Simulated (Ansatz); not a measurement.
**Quasiparticle gap of LuBi2O4Cl (P4/mmm)**

Wanted: the gap of LuBi2O4Cl (P4/mmm) with a many-body correction, and the time that it takes.

Calculated with Ansatz 0.2.0; r2SCAN, then G0W0 on it, plane waves, PAW.

Most raw output is cut from this account.

In doubt: one-shot GW on d or f shells is unsure (step 3), so the values of those runs are not to be relied on; masses and optical values from hybrid runs of this build are listed as unsure (in some of the runs), which bears on the screening that GW takes from such a start.

## Step 1: The starting structure

It takes space group P4/mmm (No. 123, tetragonal). Conventional cell: a = 3.823 Å, b = 3.823 Å, c = 8.856 Å, α = 90.00°, β = 90.00°, γ = 90.00°. Lu has 8 O at 2.34 Å nearest. Nearest to Bi lie 4 O at 2.23 Å. Nearest to Cl lie 8 Bi at 3.33 Å. O has 2 Bi at 2.23 Å and 2 Lu at 2.34 Å nearest. Farther neighbours and most contacts between anions are not listed.

The cell and positions come from the Crystallography Open Database and are kept as given unless a step says otherwise. Spin-orbit coupling is left out unless a step names it.

The logs state that the PAW files were generated under PBE.

## Step 2: Bands along the symmetry lines

Levels along a band path and on the mesh show where this functional puts the band edges.

This step: DFT, r2SCAN, plane waves, PAW; PAW set soft_1.

File input.yaml:

```yaml
crystal:
  lattice:
    - [3.8232, 0.0, 0.0]
    - [0.0, 3.8232, 0.0]
    - [0.0, 0.0, 8.856]
  atoms:
    - { symbol: Lu, position: [0.0, 0.0, 0.0] }
    - { symbol: Bi, position: [0.5, 0.5, 0.7193] }
    - { symbol: Bi, position: [0.5, 0.5, 0.2807] }
    - { symbol: Cl, position: [0.0, 0.0, 0.5] }
    - { symbol: O, position: [0.5, 0.0, 0.848] }
    - { symbol: O, position: [0.0, 0.5, 0.848] }
    - { symbol: O, position: [0.5, 0.0, 0.152] }
    - { symbol: O, position: [0.0, 0.5, 0.152] }
kpoints:
  mp_grid: { grid: [6, 6, 4] }
  band_path:
    path:
      - [[0.0, 0.0, 0.0], [0.0, 0.5, 0.0], [0.5, 0.5, 0.0], [0.0, 0.0, 0.0], [0.0, 0.0, 0.5], [0.0, 0.5, 0.5], [0.5, 0.5, 0.5], [0.0, 0.0, 0.5]]
      - [[0.0, 0.5, 0.0], [0.0, 0.5, 0.5]]
      - [[0.5, 0.5, 0.0], [0.5, 0.5, 0.5]]
    npoints: 10
hamiltonian:
  xc: r2scan
  pseudopotentials: { kind: paw, azcp: { folder: soft_1 } }
scf:
  occupations: { method: fermi_dirac, width: 0.02 }
  n_extra_bands: 6
output:
  eigenvalues: true
  write_density: true
  write_potential: true
  elf: true
  volumetric_format: npy
```

Started as:

```sh
$ ansatz run input.yaml --threads 4 --pin off --max-ram 138240MiB --backend cuda --events-out ev --progress --plain --runs-dir out --devices 1 --max-vram 26GiB
```

Run time: 6.5 s. Hardware: 1 × NVIDIA H100 80GB HBM3 (shared by 3 runs) with 4 threads of AMD EPYC 7R13 (Zen 3), shared host; peak memory 1.2 GiB; 8.6 s of CPU time.

Numbers from this step:

```yaml
filled_bands: 43
gap: 1.716 eV
valence_top_at: M
conduction_bottom_at: Γ
least_direct_gap: 2.021 eV
```

Over mesh and path the gap is 1.716 eV, from k = (0.500, 0.500, 0.000) to k = Γ. The least direct gap found is 2.021 eV, at k = Γ.

Electronic bands along the path, in eV, zero at the top of the highest nominally filled band:

```csv
point,band 40,band 41,band 42,band 43,band 44,band 45,band 46,band 47
Γ,-0.79,-0.79,-0.78,-0.30,1.72,4.44,5.94,5.94
halfway,-1.14,-1.11,-1.05,-0.30,3.51,4.55,4.83,5.96
X,-1.43,-1.33,-0.54,-0.53,3.41,5.30,5.46,6.00
halfway,-1.54,-1.16,-1.08,-0.77,4.40,4.67,5.11,5.28
M,-1.05,-0.95,-0.79,0.00,4.25,4.25,4.36,5.41
halfway,-1.20,-0.85,-0.67,-0.65,3.61,4.74,5.31,5.54
Γ,-0.79,-0.79,-0.78,-0.30,1.72,4.44,5.94,5.94
halfway,-0.79,-0.79,-0.78,-0.51,1.98,4.12,5.96,5.96
Z,-0.79,-0.79,-0.78,-0.71,2.29,3.75,5.98,5.98
halfway,-1.14,-1.00,-1.00,-0.42,3.97,4.00,5.05,6.03
R,-1.46,-1.46,-1.05,-0.23,4.16,5.13,5.52,5.95
halfway,-1.53,-1.29,-1.16,-0.80,4.50,4.59,4.89,4.95
A,-1.05,-0.95,-0.79,0.00,4.01,4.01,5.56,5.56
halfway,-1.57,-0.86,-0.70,-0.63,4.21,4.60,4.83,5.14
Z,-0.79,-0.79,-0.78,-0.71,2.29,3.75,5.98,5.98
jump to X,-1.43,-1.33,-0.54,-0.53,3.41,5.30,5.46,6.00
halfway,-1.45,-1.44,-0.86,-0.31,3.71,5.39,5.61,5.63
R,-1.46,-1.46,-1.05,-0.23,4.16,5.13,5.52,5.95
jump to M,-1.05,-0.95,-0.79,0.00,4.25,4.25,4.36,5.41
halfway,-1.05,-0.95,-0.79,0.00,4.13,4.13,4.76,5.49
A,-1.05,-0.95,-0.79,0.00,4.01,4.01,5.56,5.56
```

ELF in the ac plane at fractional y = 0.000, with atoms of Lu and Cl and O within 0.2 Å of it. It is the smooth field of the valence electrons, not physical close to the nuclei.

Ten even steps from '0' (0.01) to '9' (0.86), each cell a mean:
```
99951134311699
98523799862268
32127987996112
00159964798300
00158987897300
00025788864100
00001234321000
32100000000012
88631000001478
99985100026899
79998300158998
26998510169985
57998400169996
99996200037999
99862000013689
65310000000145
00000112100000
00013566642000
00147898986300
00158975898400
10048975897200
75315999984146
99831467631599
89961011002799
```
Columns run along a (3.8 Å), rows up along c (8.9 Å). Atoms in or near the plane, at fractional coordinates: Lu at (0.00, 0.00), Cl at (0.00, 0.50), O at (0.50, 0.85), O at (0.50, 0.15).

Electrostatic potential energy in the ac plane at fractional y = 0.000, with atoms of Lu and Cl and O within 0.2 Å of it. With pseudopotentials it is smooth inside the atoms' cores, unlike the true potential.

Ten even steps from '0' (-47 eV) to '9' (15 eV), each cell a mean:
```
00158999997400
12578977898742
77899633479887
99998421269999
99999643489999
99999988999999
99999999999999
99999999999999
99999999999999
67899999999987
33589999999743
22379999999632
22479999999632
45799999999865
89999999999999
99999999999999
99999999999999
99999999999999
99999865699999
99999532369999
88998521369988
45789755689865
00368999998520
00058999997400
```
Columns run along a (3.8 Å; values clipped at the 3rd and 97th percentile), rows up along c (8.9 Å). Atoms in or near the plane, at fractional coordinates: Lu at (0.00, 0.00), Cl at (0.00, 0.50), O at (0.50, 0.85), O at (0.50, 0.15).

## Step 3: The quasiparticle correction

G0W0 replaces the xc potential by a self-energy built once from the orbitals of the start. Levels are corrected in the window of bands that the input names, at points of the mesh.

This step: G0W0 on r2SCAN, plane waves, PAW.

File input.yaml:

```yaml
crystal:
  lattice:
    - [3.8232, 0.0, 0.0]
    - [0.0, 3.8232, 0.0]
    - [0.0, 0.0, 8.856]
  atoms:
    - { symbol: Lu, position: [0.0, 0.0, 0.0] }
    - { symbol: Bi, position: [0.5, 0.5, 0.7193] }
    - { symbol: Bi, position: [0.5, 0.5, 0.2807] }
    - { symbol: Cl, position: [0.0, 0.0, 0.5] }
    - { symbol: O, position: [0.5, 0.0, 0.848] }
    - { symbol: O, position: [0.0, 0.5, 0.848] }
    - { symbol: O, position: [0.5, 0.0, 0.152] }
    - { symbol: O, position: [0.0, 0.5, 0.152] }
kpoints:
  mp_grid: { grid: [6, 6, 2] }
hamiltonian:
  xc: r2scan
  pseudopotentials: { kind: paw, source: ansatz }
scf:
  occupations: { method: fixed }
gw:
  n_empty_bands: 2177
  ecut_chi: 380
  qp_bands: [v2, c2]
  qp_kpoints: band_edges
  screening: { model: contour_deformation }
```

Elapsed: 9.5 min, on 1 × NVIDIA H100 80GB HBM3 (shared by 3 runs) with 4 threads; peak memory 28 GiB; 18 min of CPU time.

Numbers from this step:

* bands summed: 2228
* RPA ε∞ on this mesh (eigenvalues): 4.543, 4.904, 4.904
* plane waves in the screening matrix: 2189
* q-points in the mesh: 72
* G0W0 gap over the corrected points: 2.780 eV
* k of the valence top: -0.5, -0.5, 0
* k of the conduction bottom: 0, 0, 0
* starting gap on the mesh: 1.724 eV
* Z at the valence top: 0.7533
* Z at the conduction bottom: 0.8326
* least direct G0W0 gap over the corrected points: 2.903 eV

Over 16 of 20 irreducible mesh points the G0W0 gap is 2.780 eV, from k = (-0.500, -0.500, 0.000) to k = Γ. The r2SCAN gap of this run on the mesh is 1.724 eV. The two states that bound the G0W0 gap lie that far apart at the start, so the correction of the gap is 2.780 − 1.724 = +1.056 eV. The start of this run differs from the step before in mesh (6×6×4 and 6×6×2), files (soft_1 PAW and hard PAW) and plane-wave cutoff (500 eV and 1050 eV).

Labels follow the order of the start: v1 is the top filled band, c1 the lowest empty one; levels that stay degenerate share a row, the window can cut a multiplet, doubted levels are not marked in this list, bands outside the window were not corrected, and the list may be a part of the corrected levels. The levels before and after the correction (eV, zero at the valence-band top of each column):

```csv
,conduction bottom,valence top
Kohn-Sham,1.72,0.00
G0W0,2.78,0.00
```

```csv
,level,occupation,energy (eV)
Kohn-Sham,Γ v2,2,-0.778
Kohn-Sham,Γ v1,2,-0.302
Kohn-Sham,Γ c1,0,1.724
Kohn-Sham,Γ c2,0,4.444
Kohn-Sham,(-0.5 -0.5 0) v2,2,-0.790
Kohn-Sham,(-0.5 -0.5 0) v1,2,0.000
Kohn-Sham,(-0.5 -0.5 0) c1-c2,0,4.257
G0W0,Γ v2,2,-0.771
G0W0,Γ v1,2,-0.123
G0W0,Γ c1,0,2.780
G0W0,Γ c2,0,5.650
G0W0,(-0.5 -0.5 0) v2,2,-0.411
G0W0,(-0.5 -0.5 0) v1,2,0.000
G0W0,(-0.5 -0.5 0) c1-c2,0,5.564
```

The parts of the quasiparticle energy for the two states that bound the G0W0 gap, in eV on the run's own scale (QP = start + Σx + Σc − Vxc, with Σc at the quasiparticle energy):

```csv
edge,k,band,start,Σx,Σc,Vxc,Z,QP
valence top,"(-0.500, -0.500, 0.000)",51,10.556,−34.641,5.208,−28.446,0.753,9.569
conduction bottom,Γ,52,12.280,−9.642,−3.531,−13.242,0.833,12.349
```

## Step 4: Spin-orbit coupling in r2SCAN

This run has two-component orbitals with spin-orbit coupling.

This step: DFT, r2SCAN with spin-orbit coupling, plane waves, PAW; PAW set soft_1.

input.yaml: that of step 3 with these lines changed.

```diff
@@ -15,13 +15,22 @@
 kpoints:
-  mp_grid: { grid: [6, 6, 2] }
+  mp_grid: { grid: [6, 6, 4] }
+  band_path:
+    path:
+      - [0.0, 0.0, 0.0]
+      - [0.0, 0.5, 0.0]
+      - [0.5, 0.5, 0.0]
+      - [0.0, 0.0, 0.5]
+      - [0.0, 0.5, 0.5]
+      - [0.5, 0.5, 0.5]
+    npoints: 1
 hamiltonian:
   xc: r2scan
-  pseudopotentials: { kind: paw, source: ansatz }
+  pseudopotentials: { kind: paw_fr, azcp: { folder: soft_1 } }
 scf:
   occupations: { method: fixed }
-gw:
-  n_empty_bands: 2177
-  ecut_chi: 380
-  qp_bands: [v2, c2]
-  qp_kpoints: band_edges
-  screening: { model: contour_deformation }
+  n_extra_bands: 12
+magnetization:
+  noncollinear: true
+  spin_orbit: true
+output:
+  eigenvalues: true
```

Run time: 22 s. Hardware: 1 × NVIDIA H100 80GB HBM3 (shared by 3 runs) with 4 threads; peak memory 1.3 GiB; 32 s of CPU time.

Numbers from this step:

* gap: 1.524 eV
* valence top at: M
* conduction bottom at: Γ
* least direct gap: 1.813 eV

Over mesh and listed points the gap is 1.524 eV, from k = (0.500, 0.500, 0.000) to k = Γ. The least direct gap found is 1.813 eV, at k = Γ. r2SCAN+SOC against r2SCAN: 1.524 − 1.716 = −0.192 eV, with the same mesh, set of files (read in its fully relativistic form for the spin-orbit run) and cutoff, and both edges at the same k points. The spin-orbit run sees mesh and listed points alone, so its gap is an upper bound: the coupling can move an edge off these points, and the change over the zone, its sign included where it is small, is not known.

## Step 5: Side by side

Each gap is the least one over the points named; times are wall times on shared hosts, not benchmarks. A G0W0 time includes the run's own self-consistent start. Runs with listed points see these and the mesh alone, so an edge that moves elsewhere is missed. Rows marked * are further runs, not shown as steps, whose inputs differ from the G0W0 step on the same start in the columns given; solver thresholds can differ too. Symmetry makes (0.500, 0.500, 0.000) and (-0.500, -0.500, 0.000) one point.

```csv
level,mesh,"files, cutoff","bands summed, screening",points,gap (eV),valence top,conduction bottom,least direct gap (eV),time
r2SCAN,6×6×4,"soft_1 PAW, 500 eV",-,mesh and path,1.716,"(0.500, 0.500, 0.000)",Γ,2.021,6.5 s
r2SCAN+SOC,6×6×4,"soft_1 PAW, 500 eV",-,mesh and listed points,1.524,"(0.500, 0.500, 0.000)",Γ,1.813,22 s
G0W0@r2SCAN*,6×6×2,"hard PAW, 1050 eV","390, 110 eV",all 20 irreducible mesh points,2.517,"(0.000, -0.500, -0.500)",Γ,2.666,1.7 min
G0W0@r2SCAN*,6×6×2,"hard PAW, 1050 eV","820, 190 eV",18 of 20 irreducible mesh points,2.637,"(-0.500, -0.500, 0.000)",Γ,2.764,3.4 min
G0W0@r2SCAN*,6×6×2,"hard PAW, 1050 eV","1355, 270 eV",18 of 20 irreducible mesh points,2.711,"(-0.500, -0.500, 0.000)",Γ,2.841,4.3 min
G0W0@r2SCAN,6×6×2,"hard PAW, 1050 eV","2228, 380 eV",16 of 20 irreducible mesh points,2.780,"(-0.500, -0.500, 0.000)",Γ,2.903,9.5 min
G0W0@r2SCAN*,8×8×4,"hard PAW, 1050 eV","390, 110 eV",all 45 irreducible mesh points,2.515,"(0.000, -0.500, -0.500)",Γ,2.660,5.9 min
```

## Step 6: Outcome

```yaml
r2scan_gap_over_mesh_and_path: 1.716 eV, from k = (0.500, 0.500, 0.000) to k = Γ
g0w0_r2scan_gap_over_16_of_20_irreducible_mesh_points: 2.780 eV, from k = (-0.500, -0.500, 0.000) to k = Γ
r2scan_soc_gap_over_mesh_and_listed_points: 1.524 eV
gw_settings: 6×6×2 mesh, 2177 empty bands, screening to 380 eV, hard PAW files
known_limits: finite bands, screening cutoff and k mesh; no spin-orbit coupling in G0W0
```

Over 16 of 20 irreducible mesh points the G0W0 gap is 2.780 eV, from k = (-0.500, -0.500, 0.000) to k = Γ. The r2SCAN gap of this run on the mesh is 1.724 eV. The two states that bound the G0W0 gap lie that far apart at the start, so the correction of the gap is 2.780 − 1.724 = +1.056 eV. The valence state moves by 9.569 − 10.556 = −0.987 eV and the conduction state by 12.349 − 12.280 = +0.069 eV, on the run's own scale; how far single levels stand from their limit in bands is not shown. Both edges that r2SCAN shows over mesh and path lie at k points where levels were corrected. Levels at other points were not corrected, so a lower G0W0 gap elsewhere in the zone is not ruled out. From 390 bands and 110 eV to 2228 bands and 380 eV the gap moves by 2.780 − 2.517 = +0.263 eV (rung by rung 2.517, 2.637, 2.711, 2.780 eV); bands and screening cutoff rise together, so their parts are not told apart. The states that bound the gap change along the series, so no limit is drawn and it is not known. With the 8×8×4 mesh in place of the 6×6×2 mesh and all else as in the G0W0@r2SCAN row with 390 bands, the gap differs by 2.515 − 2.517 = −0.002 eV, and that of the start by 1.725 − 1.724 = +0.001 eV. G0W0 on other starts in this series, not shown as steps and not all at these settings: 2.924 eV on HSE06 (6×6×2, hard PAW, 820 bands, 190 eV) and 3.132 eV on PBE0 (6×6×2, hard PAW, 820 bands, 190 eV). r2SCAN+SOC against r2SCAN: 1.524 − 1.716 = −0.192 eV, with the same mesh, set of files (read in its fully relativistic form for the spin-orbit run) and cutoff, and both edges at the same k points. The spin-orbit run sees mesh and listed points alone, so its gap is an upper bound: the coupling can move an edge off these points, and the change over the zone, its sign included where it is small, is not known. What spin-orbit coupling does to the G0W0 levels was not computed, so no sum with the G0W0 gap is formed. The G0W0 runs are scalar-relativistic. The cell holds Lu; where the f levels lie against the gap was not analysed here. G0W0 is shown with one set of atomic data (hard PAW), so the error from the files is not known here.

[Paths, hosts, dates, memory and timing lines, banners, echoed tables and standing remarks are left out of the program output.]

[Logs are printed without paths, hosts, clocks, repeated set-up lines and the standing remarks that a program may print on its own settings, such as how far it seeks lower states.]

[Runs of the session that timed out or met a known fault of the program may be left out.]

[Cells called generated may have been cut or substituted from an entry of the Crystallography Open Database or the Materials Project.]

[Hosts, paths, dates, database ids (printed as entryN), source tags and the programs' standing remarks are cut or masked in the printed files.]

[Where an RPA ε∞ is given, it is that of the G0W0 mesh and is not shown converged in it. Names of k-points follow the symmetry that the program found, which can be lower than the space group named. Band edges on a path are those of the sampled points; other points can move an edge, and change direct to indirect where valleys lie close.]

[Hybrid gaps are those of their k-mesh and are not shown converged in it.]
